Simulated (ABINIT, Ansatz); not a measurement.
# Lattice dynamics of DyAl (Pm-3m) in two programs, part 3 of 4

Aim: the phonon dispersion of DyAl (Pm-3m), checked by a second program.

ABINIT 10.8.3; DFT PBEsol, scalar-relativistic, plane waves, PseudoDojo norm-conserving, 4f in core pseudopotentials (the lanthanide files made for PBE).

So far. Step 4 (Ground state): The cell stands at -1.2 GPa: the relaxation ran with a smoothed and higher cutoff, and the difference is a stress of the finite basis. Step 5 (Linear response at Γ): The acoustic modes at Γ come out as far as 2.9 cm⁻¹ from zero, where they should vanish, a small numerical error. The relaxed cell has a = 3.549 Å (conventional setting).

### Step 7. Dispersion

anaddb transforms the dynamical matrices to force constants and back along the path; points of the mesh come back as solved, but for the sum rule and, in polar crystals, the LO-TO term at Γ; the rest is interpolation.

The input, anaddb.abi:

```
ddb_filepath "all_DDB"
output_file "anaddb.abo"
outdata_prefix "anaddb"
ifcflag 1
ngqpt 2 2 2
nqshft 1
q1shft 0.0 0.0 0.0
asr 1
chneut 0
dipdip 0
dipquad 0
quadquad 0
enunit 0
eivec 0
nph1l 62
qph1l 
    0.0 0.0 0.0 1.0
    0.0 0.05 0.0 1.0
    0.0 0.1 0.0 1.0
    0.0 0.15 0.0 1.0
    0.0 0.2 0.0 1.0
    0.0 0.25 0.0 1.0
    0.0 0.3 0.0 1.0
    0.0 0.35 0.0 1.0
    0.0 0.4 0.0 1.0
    0.0 0.45 0.0 1.0
    0.0 0.5 0.0 1.0
    0.05 0.5 0.0 1.0
    0.1 0.5 0.0 1.0
    0.15 0.5 0.0 1.0
    0.2 0.5 0.0 1.0
    0.25 0.5 0.0 1.0
    0.3 0.5 0.0 1.0
    0.35 0.5 0.0 1.0
    0.4 0.5 0.0 1.0
    0.45 0.5 0.0 1.0
    0.5 0.5 0.0 1.0
    0.45 0.45 0.0 1.0
    0.4 0.4 0.0 1.0
    0.35 0.35 0.0 1.0
    0.3 0.3 0.0 1.0
    0.25 0.25 0.0 1.0
    0.2 0.2 0.0 1.0
    0.15 0.15 0.0 1.0
    0.1 0.1 0.0 1.0
    0.05 0.05 0.0 1.0
    0.0 0.0 0.0 1.0
    0.05 0.05 0.05 1.0
    0.1 0.1 0.1 1.0
    0.15 0.15 0.15 1.0
    0.2 0.2 0.2 1.0
    0.25 0.25 0.25 1.0
    0.3 0.3 0.3 1.0
    0.35 0.35 0.35 1.0
    0.4 0.4 0.4 1.0
    0.45 0.45 0.45 1.0
    0.5 0.5 0.5 1.0
    0.45 0.5 0.45 1.0
    0.4 0.5 0.4 1.0
    0.35 0.5 0.35 1.0
    0.3 0.5 0.3 1.0
    0.25 0.5 0.25 1.0
    0.2 0.5 0.2 1.0
    0.15 0.5 0.15 1.0
    0.1 0.5 0.1 1.0
    0.05 0.5 0.05 1.0
    0.0 0.5 0.0 1.0
    0.5 0.5 0.5 1.0
    0.5 0.5 0.45 1.0
    0.5 0.5 0.4 1.0
    0.5 0.5 0.35 1.0
    0.5 0.5 0.3 1.0
    0.5 0.5 0.25 1.0
    0.5 0.5 0.2 1.0
    0.5 0.5 0.15 1.0
    0.5 0.5 0.1 1.0
    0.5 0.5 0.05 1.0
    0.5 0.5 0.0 1.0
```

The input, mrgddb.in:

```
all_DDB
merged
4
dfpt_gammao_DDB
dfpt_qo_DS1_DDB
dfpt_qo_DS2_DDB
dfpt_qo_DS3_DDB
```

Started as:

```console
> mrgddb < mrgddb.in > mrgddb.log
> OMP_NUM_THREADS=1 anaddb anaddb.abi > anaddb.log
```

anaddb.abo, the main output file:

```text
[banners, grids, parts of the stress and lines that vanish by symmetry left out]
-outvars_anaddb: echo values of input variables ----------------------

 Flags :
[...]
Phonon wavevector (reduced coordinates) :  0.00000  0.00000  0.00000
 Phonon energies in Hartree :
[...]
Phonon frequencies in cm-1    :
-  0.000000E+00  0.000000E+00  0.000000E+00  2.269075E+02  2.269075E+02
-  2.269075E+02
[...]
Phonon wavevector (reduced coordinates) :  0.00000  0.05000  0.00000
 Phonon energies in Hartree :
[...]
Phonon frequencies in cm-1    :
-  1.333838E+01  1.333838E+01  1.936342E+01  2.268710E+02  2.268710E+02
-  2.270061E+02
[...]
Phonon wavevector (reduced coordinates) :  0.00000  0.10000  0.00000
 Phonon energies in Hartree :
[...]
Phonon frequencies in cm-1    :
-  2.636176E+01  2.636176E+01  3.832969E+01  2.267635E+02  2.267635E+02
-  2.272785E+02
[...]
Phonon wavevector (reduced coordinates) :  0.00000  0.15000  0.00000
 Phonon energies in Hartree :
[...]
Phonon frequencies in cm-1    :
-  3.876082E+01  3.876082E+01  5.650292E+01  2.265913E+02  2.265913E+02
-  2.276601E+02
[...]
Phonon wavevector (reduced coordinates) :  0.00000  0.20000  0.00000
 Phonon energies in Hartree :
[...]
Phonon frequencies in cm-1    :
-  5.023757E+01  5.023757E+01  7.348870E+01  2.263653E+02  2.263653E+02
-  2.280604E+02
[...]
Phonon wavevector (reduced coordinates) :  0.00000  0.25000  0.00000
 Phonon energies in Hartree :
[...]
Phonon frequencies in cm-1    :
-  6.051086E+01  6.051086E+01  8.889267E+01  2.261023E+02  2.261023E+02
-  2.283857E+02
  Phonon wavevector (reduced coordinates) :  0.00000  0.30000  0.00000
 Phonon energies in Hartree :
[...]
Phonon frequencies in cm-1    :
-  6.932218E+01  6.932218E+01  1.023179E+02  2.258253E+02  2.258253E+02
-  2.285668E+02
  Phonon wavevector (reduced coordinates) :  0.00000  0.35000  0.00000
 Phonon energies in Hartree :
[...]
Phonon frequencies in cm-1    :
-  7.644201E+01  7.644201E+01  1.133641E+02  2.255622E+02  2.255622E+02
-  2.285842E+02
  Phonon wavevector (reduced coordinates) :  0.00000  0.40000  0.00000
 Phonon energies in Hartree :
[...]
Phonon frequencies in cm-1    :
-  8.167747E+01  8.167747E+01  1.216365E+02  2.253438E+02  2.253438E+02
-  2.284814E+02
  Phonon wavevector (reduced coordinates) :  0.00000  0.45000  0.00000
 Phonon energies in Hartree :
[...]
Phonon frequencies in cm-1    :
-  8.488106E+01  8.488106E+01  1.267769E+02  2.251988E+02  2.251988E+02
-  2.283524E+02
  Phonon wavevector (reduced coordinates) :  0.00000  0.50000  0.00000
 Phonon energies in Hartree :
[...]
Phonon frequencies in cm-1    :
-  8.595957E+01  8.595957E+01  1.285230E+02  2.251480E+02  2.251480E+02
-  2.282952E+02
  Phonon wavevector (reduced coordinates) :  0.05000  0.50000  0.00000
 Phonon energies in Hartree :
[...]
Phonon frequencies in cm-1    :
-  8.467206E+01  8.566625E+01  1.262793E+02  2.255903E+02  2.265013E+02
-  2.292736E+02
  Phonon wavevector (reduced coordinates) :  0.10000  0.50000  0.00000
 Phonon energies in Hartree :
[...]
Phonon frequencies in cm-1    :
-  8.096757E+01  8.480926E+01  1.199566E+02  2.268689E+02  2.301617E+02
-  2.320381E+02
  Phonon wavevector (reduced coordinates) :  0.15000  0.50000  0.00000
 Phonon energies in Hartree :
[...]
Phonon frequencies in cm-1    :
-  7.525494E+01  8.345695E+01  1.104698E+02  2.288461E+02  2.352425E+02
-  2.361456E+02
[...]
Phonon wavevector (reduced coordinates) :  0.40000  0.50000  0.40000
 Phonon energies in Hartree :
[...]
Phonon frequencies in cm-1    :
-  1.083344E+02  1.129264E+02  1.194963E+02  2.591848E+02  2.630206E+02
-  2.640871E+02
  Phonon wavevector (reduced coordinates) :  0.35000  0.50000  0.35000
 Phonon energies in Hartree :
[...]
Phonon frequencies in cm-1    :
-  9.244671E+01  1.031681E+02  1.156338E+02  2.536759E+02  2.611309E+02
-  2.632033E+02
  Phonon wavevector (reduced coordinates) :  0.30000  0.50000  0.30000
 Phonon energies in Hartree :
[...]
Phonon frequencies in cm-1    :
-  7.431691E+01  9.406984E+01  1.106924E+02  2.472094E+02  2.580020E+02
-  2.609714E+02
  Phonon wavevector (reduced coordinates) :  0.25000  0.50000  0.25000
 Phonon energies in Hartree :
[...]
Phonon frequencies in cm-1    :
-  5.879493E+01  8.945176E+01  1.051046E+02  2.407083E+02  2.535487E+02
-  2.569676E+02
  Phonon wavevector (reduced coordinates) :  0.20000  0.50000  0.20000
 Phonon energies in Hartree :
[...]
Phonon frequencies in cm-1    :
-  5.282712E+01  9.202076E+01  9.938195E+01  2.349650E+02  2.479079E+02
-  2.510548E+02
  Phonon wavevector (reduced coordinates) :  0.15000  0.50000  0.15000
 Phonon energies in Hartree :
[...]
Phonon frequencies in cm-1    :
-  5.920407E+01  9.408343E+01  1.012224E+02  2.304810E+02  2.414954E+02
-  2.434958E+02
[...]
Phonon wavevector (reduced coordinates) :  0.50000  0.50000  0.05000
 Phonon energies in Hartree :
[...]
Phonon frequencies in cm-1    :
-  3.345321E+01  3.345321E+01  7.463540E+01  2.431166E+02  2.609564E+02
-  2.609564E+02
  Phonon wavevector (reduced coordinates) :  0.50000  0.50000  0.00000
 Phonon energies in Hartree :
[...]
Phonon frequencies in cm-1    :
-  2.741557E+01  2.741557E+01  7.302012E+01  2.425644E+02  2.609080E+02
-  2.609080E+02
-
```

Run time: 0.54 s. Hardware: 1 thread of Arm Neoverse V2, shared host.

Read from the output:

```yaml
lowest_frequency_on_the_path: 0 cm⁻¹
```

Anaddb. Phonon branches along the path, in cm⁻¹:

```csv
point,branch 1,branch 2,branch 3,branch 4,branch 5,branch 6
Γ,0,0,0,227,227,227
halfway,60,60,89,226,226,228
X,86,86,128,225,225,228
halfway,60,80,86,234,246,246
M,27,27,73,243,261,261
halfway,30,71,106,225,230,247
Γ,0,0,0,227,227,227
halfway,77,77,86,241,244,244
R,123,123,123,264,264,264
halfway,59,90,105,241,254,257
X,86,86,128,225,225,228
jump to R,123,123,123,264,264,264
halfway,90,90,101,254,262,262
M,27,27,73,243,261,261
```

The phonon branches as a text plot (rows in cm⁻¹):

```
    259 |            ******                **********     *******
    248 |           *    *****          ***        ****      ****
    237 |         *********** **     ****           ****
    226 |***********         ********  *              ****
    215 |                     **     **
    204 |
    193 |
    182 |
    171 |
    160 |
    149 |
    138 |
    127 |      ***                            ***       ***
    116 |     *   *                         **  ****   *   *
    105 |    *               **            **    ** ***     **
     94 |   *      *       **        *** **       ******     *
     83 |      ******     *    *        ****            **    **
     72 |    **   ************      *   *          *   *        *
     61 |  **        *   *    * *      *            * *       *
     50 |           *          *     **              *         *
     39 | **         ** *       *  *                            *
     28 | *            ********  *  *
     17 |*                     *** *
      6 |                        **
         Γ      X      M          Γ            R        X|R     M
```

All branches are real along the path.

### Step 8. Density of states

Sums over the zone need many more wavevectors than were solved, so the interpolation is sampled on a dense mesh.

The input, anaddb.abi:

```
ddb_filepath "all_DDB"
output_file "anaddb.abo"
outdata_prefix "anaddb"
ifcflag 1
ngqpt 2 2 2
nqshft 1
q1shft 0.0 0.0 0.0
asr 1
chneut 0
dipdip 0
dipquad 0
quadquad 0
prtdos 2
ng2qpt 13 13 13
dosdeltae 4.5563e-06
ntemper 11
temperinc 100.0
tempermin 0.0
```

Started as:

```console
> OMP_NUM_THREADS=1 anaddb anaddb.abi > anaddb.log
```

anaddb.abo, the main output file:

```text
-outvars_anaddb: echo values of input variables ----------------------

 Flags :
     ifcflag         1
 Miscellaneous information :
         asr         1
      chneut         0
 Interatomic Force Constants Inputs :
      dipdip         0
     dipquad         0
    quadquad         0
      ifcana         0
      ifcout         0
 Description of grid 1 :
        brav         1
       ngqpt         2         2         2
      nqshft         1
      q1shft
                     0.00000000E+00  0.00000000E+00  0.00000000E+00
 Phonon DOS information :
   dosdeltae  4.55630000E-06
    dossmear  4.55633525E-06
 Description of grid 2 (Fourier interp. or BZ sampling):
      ng2qpt        13        13        13
      ngrids         4
      q2shft         0.00000000E+00  0.00000000E+00  0.00000000E+00

================================================================================

 read the DDB information and perform some checks

  ==== Info on the Cryst% object ====
 Real(R)+Recip(G) space primitive vectors, cartesian coordinates (Bohr,Bohr^-1):
 R(1)=  6.7058914  0.0000000  0.0000000  G(1)=  0.1491226  0.0000000  0.0000000
 R(2)=  0.0000000  6.7058914  0.0000000  G(2)=  0.0000000  0.1491226  0.0000000
 R(3)=  0.0000000  0.0000000  6.7058914  G(3)=  0.0000000  0.0000000  0.1491226
 Unit cell volume ucvol=  3.0155709E+02 bohr^3
 Angles (23,13,12)=  9.00000000E+01  9.00000000E+01  9.00000000E+01 degrees
 Time-reversal symmetry is present
 Reduced atomic positions [iatom, xred, symbol]:
    1)    0.5000000  0.5000000  0.5000000  Dy
    2)    0.0000000  0.0000000  0.0000000  Al

 DDB file with 4 blocks has been read.

================================================================================

 Calculation of the interatomic forces

       Homogeneous q point set in the B.Z.
 Grid q points  :        8
  1)   0.00000000E+00  0.00000000E+00  0.00000000E+00
  2)   5.00000000E-01  0.00000000E+00  0.00000000E+00
  3)   0.00000000E+00  5.00000000E-01  0.00000000E+00
  4)   5.00000000E-01  5.00000000E-01  0.00000000E+00
  5)   0.00000000E+00  0.00000000E+00  5.00000000E-01
  6)   5.00000000E-01  0.00000000E+00  5.00000000E-01
  7)   0.00000000E+00  5.00000000E-01  5.00000000E-01
  8)   5.00000000E-01  5.00000000E-01  5.00000000E-01

 The interatomic forces have been obtained

================================================================================

 Calculation of phonon density of states

 Average speed of sound partial sums:     0.1305986826E-02 (at units)
-                                   =           2.8571 [km/s]

 Debye frequency from partial sums:     0.7591004906E-03 (Ha)
-                                 =     0.4994641292E+01 (THz)
-Debye temperature from partial sums:     0.2397049762E+03 (K)

 Average speed of sound:     0.1239851719E-02 (at units)
-                      =           2.7124 [km/s]

 Debye frequency from DOS:     0.7206596800E-03 (Ha)
-                        =     0.4741712908E+01 (THz)
-Debye temperature from DOS:     0.2275663283E+03 (K)

-
```

Wall time 0.54 s (1 thread).

Read from the output:

* share of modes beyond 3i cm⁻¹ on the dense interpolated mesh: 0
* zero-point energy per atom: 29.66 meV
* heat capacity at 300 K: 23.48 J/(mol atoms K)
* vibrational entropy at 300 K: 36.88 J/(mol atoms K)

The phonon density of states has structure finer than the step of the table below, so its rows give means over 10 cm⁻¹, whole bins alone (the curve runs from -30 to 294 cm⁻¹). Peaks (cm⁻¹: height): 56.0: 0.0419, 76.0: 0.0597, 96.0: 0.0546, 228.0: 0.0868.

Tetrahedra. Phonon density of states against wavenumber; means over each step:

wavenumber (cm⁻¹), phonon density of states (1/cm⁻¹/cell) and a bar:
```
        0     0.0000 
       10     0.0002 
       20     0.0014 #
       30     0.0063 ##
       40     0.0183 #######
       50     0.0297 ###########
       60     0.0334 #############
       70     0.0345 #############
       80     0.0529 ####################
       90     0.0438 #################
      100     0.0484 ##################
      110     0.0238 #########
      120     0.0070 ###
      130     0.0002 
      140     0.0000 
      150     0.0000 
      160     0.0000 
      170     0.0000 
      180     0.0000 
      190     0.0000 
      200     0.0000 
      210     0.0000 
      220     0.0156 ######
      230     0.0746 ############################
      240     0.0786 ##############################
      250     0.0683 ##########################
      260     0.0590 #######################
      270     0.0015 #
      280     0.0000
```

Harmonic thermodynamic functions per atom, summed over the density of states scaled to three modes an atom; melting is ignored. Thermodynamic functions:

```csv
T (K),F_vib (meV/atom),S (J/mol-atom/K),C_V (J/mol-atom/K)
0,29.66,0,0
50,28.68,5.622,8.961
100,23.5,14.24,16.16
200,1.33,27.65,21.88
300,-32.38,36.88,23.48
400,-74.32,43.73,24.1
500,-122.5,49.15,24.39
600,-175.9,53.61,24.56
700,-233.4,57.41,24.66
800,-294.7,60.7,24.73
900,-359.1,63.62,24.77
1000,-426.4,66.23,24.8
```

At 300 K the heat capacity has reached 94 % of the Dulong-Petit value.

[end of part 3 of 4]

[Host names and launcher messages were left out of these logs when they were recorded.]

[Logs are printed without paths, hosts, clocks, repeated set-up lines and the standing remarks that a program may print on its own settings, such as how far it seeks lower states.]

[Hosts, paths, dates, database ids (printed as entryN), source tags and the programs' standing remarks are cut or masked in the printed files.]
